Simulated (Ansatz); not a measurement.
# Phonons of Sb2Au (Fm-3m) against volume

Does Sb2Au (Fm-3m) expand much on heating, by its phonons?

Program: Ansatz 0.2.0. Level of theory: DFT PBEsol, scalar-relativistic, plane waves, PAW; PAW set soft_1. Results are calculated unless marked as measured.

Most raw output is cut from this account.

### 1. The structure

The structure is cubic, space group Fm-3m (No. 225). The conventional cell has a = 6.774 Å, b = 6.774 Å, c = 6.774 Å, α = 90.00°, β = 90.00°, γ = 90.00°. Sb has 4 Au at 2.93 Å nearest. Au has 8 Sb at 2.93 Å nearest. Farther neighbours are not listed.

### 2. Phonons on a q mesh

The cell comes from relaxations at this level that are not shown. Stability and thermal properties need the whole zone. Linear response on a 4×4×4 q mesh gives force constants as far as a supercell of that size would.

input.yaml reads:

```yaml
crystal:
  lattice:
    - [0.0, 3.3871785425, 3.3871785425]
    - [3.3871785425, 0.0, 3.3871785425]
    - [3.3871785425, 3.3871785425, 0.0]
  atoms:
    - { symbol: Sb, position: [0.25, 0.25, 0.25] }
    - { symbol: Sb, position: [0.75, 0.75, 0.75] }
    - { symbol: Au, position: [0.0, 0.0, 0.0] }
kpoints:
  mp_grid: { grid: [12, 12, 12] }
hamiltonian:
  xc: pbesol
  pseudopotentials: { kind: paw, azcp: { folder: soft_1 }, xc_functional: pbe }
scf:
  occupations: { method: methfessel_paxton, width: 0.2 }
output:
  eigenvalues: true
phonons:
  method: dfpt
  qmesh: [4, 4, 4]
  temperatures: { t_max: 1000, t_step: 50 }
  qpath:
    path:
      - [[0.0, 0.0, 0.0], [0.5, 0.0, 0.5], [0.625, 0.25, 0.625]]
      - [[0.375, 0.375, 0.75], [0.0, 0.0, 0.0], [0.5, 0.5, 0.5], [0.5, 0.25, 0.75], [0.5, 0.0, 0.5]]
    npoints: 10
```

On the command line:

```sh
> ansatz run input.yaml --threads 4 --pin off --max-ram 10240MiB --backend cpu --events-out ev --progress --plain --runs-dir out
```

It took 25 min on 4 threads of Arm Neoverse V2, shared host; peak memory 6.9 GiB.

This step gave:

```yaml
volume_per_atom: 25.91 Å³
gap_on_the_k_mesh: 0 eV
sum_rule_residual_before_enforcement: 1.30e-4 eV/Å²
lowest_frequency_on_the_path: 0 cm⁻¹
point_group: m-3m
highest_frequency_on_the_path_or_at_a_solved_wavevector: 138.5 cm⁻¹
mean_frequency: 78.1 cm⁻¹
debye_temperature_second_moment: 156 K
logarithmic_mean_frequency: 70.2 cm⁻¹
highest_optical_mode_at_the_zone_centre_no_lo_to_term: 106.2 cm⁻¹
lowest_optical_zone_centre_mode: 85.28 cm⁻¹
lowest_mode_on_the_q_mesh_acoustic_modes_at_gamma_apart: 18.53 cm⁻¹
zero_point_energy_per_atom: 14.53 meV
heat_capacity_at_300_k: 24.61 J/(mol atoms K)
vibrational_entropy_at_300_k: 52.27 J/(mol atoms K)
```

Frequencies (cm⁻¹) solved at each irreducible wavevector; negative means imaginary. Frequencies by wavevector, by row:

```tsv
q in reciprocal lattice units	star	mode 1	mode 2	mode 3	mode 4	mode 5	mode 6	mode 7	mode 8	mode 9
0 0 0	1	0	0	0	85.3	85.3	85.3	106.2	106.2	106.2
0 0 0.25	8	22.9	22.9	52.7	83.5	87.1	87.1	99.4	99.4	116.2
0 0 -0.5	4	38.4	38.4	49.3	83.8	83.8	106.3	106.3	107.1	112.8
0 0.25 0.25	6	18.5	18.5	61.7	73.4	73.4	95.3	102.9	102.9	107.1
0 0.25 -0.5	24	37.1	40.5	49.6	73.3	78	91.2	111.2	115.6	118.5
0 0.25 -0.25	12	28.5	34.2	55.3	70.8	87.8	98.9	105.6	110.9	119.1
0 -0.5 -0.5	3	48.5	48.5	58.7	58.7	67.5	70.9	111.2	111.2	138.5
0.25 -0.5 -0.25	6	44.6	44.6	45	66.1	69.5	104.5	104.5	120.6	128.8
```

Symmetry leaves 8 wavevectors to solve. The lowest mode among them, the acoustic zeros apart, lies at q = (0, 0.25, 0.25) and is real, 18.5 cm⁻¹.

### 3. Relaxing at another volume, volume ratio 0.97

The volume is scaled by 0.97 and held; symmetry leaves nothing to relax, so this is a single point. The modes can then be followed against volume.

input.yaml, the sections that differ from step 2:

```yaml
crystal:
  lattice:
    - [0.0, 3.3529622784, 3.3529622784]
    - [3.3529622784, 0.0, 3.3529622784]
    - [3.3529622784, 3.3529622784, 0.0]
  atoms:
    - { symbol: Sb, position: [0.25, 0.25, 0.25] }
    - { symbol: Sb, position: [0.75, 0.75, 0.75] }
    - { symbol: Au, position: [0.0, 0.0, 0.0] }
output:
  forces: true
  stress: true
  eigenvalues: true
# kpoints, hamiltonian, scf: as in step 2
# phonons: removed
```

Run time: 2.7 s. Hardware: 4 threads; peak memory 0.43 GiB; 9.6 s of CPU time.

Numbers from this step:

```
pressure        : 2.731 GPa
volume per atom : 25.13 Å³
```

The run ends at a pressure of 2.73 GPa.

### 4. Phonons at the other volume, volume ratio 0.97

The phonons are repeated at this volume on the same k and q meshes.

input.yaml, as its differences from that of step 3:

```diff
@@ -17,4 +17,11 @@
 output:
-  forces: true
-  stress: true
   eigenvalues: true
+phonons:
+  method: dfpt
+  qmesh: [4, 4, 4]
+  temperatures: { t_max: 1000, t_step: 50 }
+  qpath:
+    path:
+      - [[0.0, 0.0, 0.0], [0.5, 0.0, 0.5], [0.625, 0.25, 0.625]]
+      - [[0.375, 0.375, 0.75], [0.0, 0.0, 0.0], [0.5, 0.5, 0.5], [0.5, 0.25, 0.75], [0.5, 0.0, 0.5]]
+    npoints: 10
```

Wall time 15 min (4 threads); peak memory 6.8 GiB; 59 min of CPU time.

Numbers from this step:

```yaml
sum_rule_residual_before_enforcement: 5.28e-5 eV/Å²
highest_frequency_on_the_path_or_at_a_solved_wavevector: 147.2 cm⁻¹
mean_frequency: 83.8 cm⁻¹
debye_temperature_second_moment: 168 K
logarithmic_mean_frequency: 74.7 cm⁻¹
highest_optical_mode_at_the_zone_centre_no_lo_to_term: 113.8 cm⁻¹
lowest_optical_zone_centre_mode: 93.4 cm⁻¹
lowest_mode_on_the_q_mesh_acoustic_modes_at_gamma_apart: 19 cm⁻¹
zero_point_energy_per_atom: 15.58 meV
heat_capacity_at_300_k: 24.55 J/(mol atoms K)
vibrational_entropy_at_300_k: 50.75 J/(mol atoms K)
```

Frequencies (cm⁻¹) solved at each irreducible wavevector; negative means imaginary. Frequencies by wavevector, by row:

```tsv
q in reciprocal lattice units	star	mode 1	mode 2	mode 3	mode 4	mode 5	mode 6	mode 7	mode 8	mode 9
0 0 0	1	0	0	0	93.4	93.4	93.4	113.8	113.8	113.8
0 0 0.25	8	23.4	23.4	56.1	89.6	94.4	94.4	108.3	108.3	124.9
0 0 -0.5	4	39	39	52.4	90.5	90.5	115.3	115.3	115.3	119.1
0 0.25 0.25	6	19	19	66	79.5	79.5	101.1	113	113	115.5
0 0.25 -0.5	24	37.8	41.9	52.6	78.6	82.8	98.6	121.4	125.1	127.3
0 0.25 -0.25	12	28.4	35	58.9	75.6	94.3	106.8	115	119.2	128.2
0 -0.5 -0.5	3	50.7	50.7	63.1	63.1	73.5	74.4	122.4	122.4	147.2
0.25 -0.5 -0.25	6	46.6	46.6	47.1	70	73.2	113.3	113.3	129.5	139
```

The highest optical mode at the zone centre (no LO-TO term) is 113.8 cm⁻¹, +7.7 cm⁻¹ against the base run.

### 5. Relaxing at another volume, volume ratio 1.03

The volume is scaled by 1.03 and held; symmetry leaves nothing to relax, so this is a single point. The modes can then be followed against volume.

input.yaml, the sections that differ from step 4:

```yaml
crystal:
  lattice:
    - [0.0, 3.4207171448, 3.4207171448]
    - [3.4207171448, 0.0, 3.4207171448]
    - [3.4207171448, 3.4207171448, 0.0]
  atoms:
    - { symbol: Sb, position: [0.25, 0.25, 0.25] }
    - { symbol: Sb, position: [0.75, 0.75, 0.75] }
    - { symbol: Au, position: [0.0, 0.0, 0.0] }
output:
  forces: true
  stress: true
  eigenvalues: true
# kpoints, hamiltonian, scf: as in step 4
# phonons: removed
```

Wall time 3.1 s (4 threads); peak memory 0.45 GiB; 11 s of CPU time.

This step gave:

- pressure: -2.289 GPa
- volume per atom: 26.68 Å³

The run ends at a pressure of -2.29 GPa.

### 6. Phonons at the other volume, volume ratio 1.03

input.yaml, as its differences from that of step 5:

```diff
@@ -17,4 +17,11 @@
 output:
-  forces: true
-  stress: true
   eigenvalues: true
+phonons:
+  method: dfpt
+  qmesh: [4, 4, 4]
+  temperatures: { t_max: 1000, t_step: 50 }
+  qpath:
+    path:
+      - [[0.0, 0.0, 0.0], [0.5, 0.0, 0.5], [0.625, 0.25, 0.625]]
+      - [[0.375, 0.375, 0.75], [0.0, 0.0, 0.0], [0.5, 0.5, 0.5], [0.5, 0.25, 0.75], [0.5, 0.0, 0.5]]
+    npoints: 10
```

The job ended after 26 min (4 threads; peak memory 7.2 GiB; 1.7 h of CPU time).

Numbers from this step:

```yaml
sum_rule_residual_before_enforcement: 5.97e-5 eV/Å²
highest_frequency_on_the_path_or_at_a_solved_wavevector: 130.2 cm⁻¹
mean_frequency: 72.6 cm⁻¹
debye_temperature_second_moment: 145 K
logarithmic_mean_frequency: 65.7 cm⁻¹
highest_optical_mode_at_the_zone_centre_no_lo_to_term: 98.92 cm⁻¹
lowest_optical_zone_centre_mode: 77.38 cm⁻¹
lowest_mode_on_the_q_mesh_acoustic_modes_at_gamma_apart: 17.54 cm⁻¹
zero_point_energy_per_atom: 13.51 meV
heat_capacity_at_300_k: 24.65 J/(mol atoms K)
vibrational_entropy_at_300_k: 53.90 J/(mol atoms K)
```

Frequencies (cm⁻¹) solved at each irreducible wavevector; negative means imaginary. Frequencies by wavevector, by row:

```tsv
q in reciprocal lattice units	star	mode 1	mode 2	mode 3	mode 4	mode 5	mode 6	mode 7	mode 8	mode 9
0 0 0	1	0	0	0	77.4	77.4	77.4	98.9	98.9	98.9
0 0 0.25	8	22.1	22.1	49.2	77.5	80	80	90.8	90.8	107.9
0 0 -0.5	4	37.6	37.6	46.1	77.2	77.2	97.6	97.6	99.3	106.7
0 0.25 0.25	6	17.5	17.5	57.6	67.6	67.6	89.8	93	93	99.1
0 0.25 -0.5	24	36.1	39.1	46.7	68.1	73.6	84	101.4	106.2	110.4
0 0.25 -0.25	12	28.2	33.4	51.8	66.1	81.7	91.1	96.7	103.1	110.4
0 -0.5 -0.5	3	46.2	46.2	54.5	54.5	61.8	67.6	100.3	100.3	130.2
0.25 -0.5 -0.25	6	42.5	42.5	42.6	62.4	66	96	96	112	119.1
```

The highest optical mode at the zone centre (no LO-TO term) is 98.9 cm⁻¹, -7.3 cm⁻¹ against the base run.

### 7. Grüneisen parameters

The Grüneisen parameter of a mode is minus the logarithmic change of its frequency with volume, −d ln ω / d ln V; weighted by heat capacity it gives the expansion.

Numbers from this step:

```yaml
bulk_modulus: 83.7 GPa
```

The phonon branches at the labelled points (cm⁻¹):

```tsv
point	branch 1	branch 2	branch 3	branch 4	branch 5	branch 6	branch 7	branch 8	branch 9
Γ	0	0	0	85	85	85	106	106	106
halfway	18	18	62	73	73	95	103	103	107
X	48	48	59	59	68	71	111	111	138
halfway	47	48	51	63	70	78	113	113	135
U	43	45	46	69	72	92	114	116	128
jump to K	43	45	46	69	72	92	114	116	128
halfway	23	25	60	75	86	91	99	111	113
Γ	0	0	0	85	85	85	106	106	106
halfway	23	23	53	84	87	87	99	99	116
L	38	38	49	84	84	106	106	107	113
halfway	37	40	46	76	79	105	106	116	118
W	45	45	45	66	70	104	104	121	129
halfway	46	47	50	62	70	85	112	117	133
X	48	48	59	59	68	71	111	111	138
```

The same for volume x 0.97:

```tsv
point	branch 1	branch 2	branch 3	branch 4	branch 5	branch 6	branch 7	branch 8	branch 9
Γ	0	0	0	93	93	93	114	114	114
X	51	51	63	63	74	74	122	122	147
U	45	46	48	72	77	100	124	125	138
K	45	46	48	72	77	100	124	125	138
Γ	0	0	0	93	93	93	114	114	114
L	39	39	52	91	91	115	115	115	119
W	47	47	47	70	73	113	113	130	139
X	51	51	63	63	74	74	122	122	147
```

The same for volume x 1.03:

```tsv
point	branch 1	branch 2	branch 3	branch 4	branch 5	branch 6	branch 7	branch 8	branch 9
Γ	0	0	0	77	77	77	99	99	99
X	46	46	54	54	62	68	100	100	130
U	41	43	44	65	67	85	104	107	119
K	41	43	44	65	67	85	104	107	119
Γ	0	0	0	77	77	77	99	99	99
L	38	38	46	77	77	98	98	99	107
W	42	42	43	62	66	96	96	112	119
X	46	46	54	54	62	68	100	100	130
```

Mode Grueneisen parameter -dln(w)/dln(V), modes matched by rank; at Γ the acoustic branches take the value of a neighbouring point of the path. Mode grüneisen parameters along the path, in :

```tsv
point	branch 1	branch 2	branch 3	branch 4	branch 5	branch 6	branch 7	branch 8	branch 9
Γ	1.81	1.81	1.87	3.13	3.13	3.13	2.35	2.35	2.35
halfway	1.37	1.37	2.27	2.70	2.70	1.97	3.25	3.25	2.55
X	1.55	1.55	2.44	2.44	2.89	1.60	3.32	3.32	2.04
halfway	1.51	1.47	2.18	2.34	1.74	2.70	3.19	3.08	2.15
U	1.60	1.38	1.49	1.80	2.22	2.58	2.99	2.68	2.38
jump to K	1.60	1.38	1.49	1.80	2.22	2.58	2.99	2.68	2.38
halfway	-0.07	0.46	2.24	2.52	2.74	2.66	2.89	2.49	2.65
Γ	0.31	1.79	2.06	3.13	3.13	3.13	2.35	2.35	2.35
halfway	0.95	0.95	2.19	2.42	2.76	2.76	2.94	2.94	2.44
L	0.61	0.61	2.13	2.65	2.65	2.78	2.78	2.49	1.83
halfway	0.76	1.08	1.86	2.08	2.21	2.76	2.69	2.76	2.26
W	1.53	1.53	1.67	1.91	1.73	2.76	2.76	2.42	2.57
halfway	1.40	1.57	2.12	2.19	1.63	2.76	3.08	2.89	2.24
X	1.55	1.55	2.44	2.44	2.89	1.60	3.32	3.32	2.04
```

(dS/dlnV)/C_V. Table of thermodynamic Grueneisen parameter by temperature:

```tsv
temperature (K)	thermodynamic Grueneisen parameter
50	1.96
100	2.09
150	2.12
200	2.12
250	2.13
300	2.13
350	2.13
400	2.13
450	2.13
500	2.13
550	2.13
600	2.13
650	2.13
700	2.13
750	2.13
800	2.13
850	2.13
900	2.13
950	2.13
1000	2.13
```

Gamma C_V/(B V) at the static volume. The volume expansion by temperature:

```tsv
temperature (K)	volume expansion (1e-6/K)
50	24.7
100	35.5
150	38.3
200	39.4
250	39.9
300	40.1
350	40.3
400	40.4
450	40.5
500	40.6
550	40.6
600	40.6
650	40.6
700	40.7
750	40.7
800	40.7
850	40.7
900	40.7
950	40.7
1000	40.7
```

### 8. Results

```json
{
 "bulk modulus": "83.7 GPa",
 "thermodynamic Grüneisen parameter at 300 K": "2.131",
 "volume expansion at 300 K, estimated": "40.15 × 10⁻⁶ K⁻¹"
}
```

In words: By this estimate the volume grows by 40.1 × 10⁻⁶ per kelvin at 300 K. The highest optical mode at Γ goes from 114 to 99 cm⁻¹ as the cell grows, a Grüneisen parameter of 2.34. Mode parameters on the path run from -0.07 to 3.3, with a median of 2.4. Branches are matched by rank, so values near crossings are rough. The expansion is the Grüneisen estimate at the static volume, with the static bulk modulus. With no gap, or one that is small against the smearing, the frequencies hang on the k mesh and the smearing, most of all near Kohn anomalies. The phonon runs are without spin polarisation, although the cell has an odd electron count. Spin-orbit coupling is left out, which can matter for the heavy elements here. The PAW files were made for PBE and serve the other functionals too. A phonon run warned that its eigensolver left some bands unconverged in a pass.

[Logs are printed without paths, hosts, clocks, repeated set-up lines and the standing remarks that a program may print on its own settings, such as how far it seeks lower states.]

[Hosts, paths, dates, database ids (printed as entryN), source tags and the programs' standing remarks are cut or masked in the printed files.]
